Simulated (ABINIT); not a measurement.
Computed results, one entry a study.

```xyz
3
Lattice="0.000 2.694 2.694 2.694 0.000 2.694 2.694 2.694 0.000" Properties=species:S:1:pos:R:3 pbc="T T T" subject="CdF2 (Fm-3m): G0W0 with ABINIT, start to end" method="RPA screening on PBE, plane waves, norm-conserving pseudopotentials (and 2 further levels or steps)" program="ABINIT 10.8.3" settings="cutoff 47 Ha, PseudoDojo scalar-relativistic 0.4.1 standard, norm-conserving, ngkpt (4, 4, 4), nband 46, ecuteps 4 Ha, inclvkb 2, shiftk (0, 0, 0), symchi 1, awtr 1, frequency ppm, 4×4×4 k-mesh" cost="5 runs, 44 s in all on 8 MPI ranks of Arm Neoverse V1, shared host" notes="The cell and positions come from the Crystallography Open Database and are kept as given unless a step says otherwise. Limits: d shell near the gap, gap tends to lie low; no spin-orbit coupling. The 4×4×4 mesh is coarse for this cell, which bears on the long-range parts of exchange and screening." pbe_gap="3.12 eV, indirect" g0w0_gap_on_the_mesh="5.51 eV" gw_settings="4×4×4 mesh, 46 bands, screening to 108.8 eV, Godby-Needs plasmon pole" known_limits="short of the basis limit; d shell near the gap, gap tends to lie low; no spin-orbit coupling; coarse k mesh"
Cd    0.000    0.000    0.000
F     1.347    1.347    1.347
F     4.041    4.041    4.041
```

[Long decimals in the printed logs are rounded to 6 places.]

[Logs are printed without paths, hosts, clocks, repeated set-up lines and the standing remarks that a program may print on its own settings, such as how far it seeks lower states.]

[Paths, hosts, dates, memory and timing lines, banners, echoed tables and standing remarks are left out of the program output; an Ansatz launch command may be rebuilt from the run's recorded settings. Measured values are a selection of at most five: reports struck by readers or far from the other reports are left out. None is set beside runs whose start may be inverted or whose files or cutoffs have a known fault.]

[Runs of the session that timed out or met a known fault of the program may be left out.]

[Hosts, paths, dates, database ids (printed as entryN), source tags and the programs' standing remarks are cut or masked in the printed files.]

[G0W0 gaps are taken among the corrected bands and points alone; a level outside them can change the order at an edge.]

[Where Ansatz stands beside ABINIT at settings called matched, ABINIT's density can come from a denser mesh and the files from another edition; pairs whose starting gaps differed by over 0.03 eV were left out, so agreement reads better than it is.]
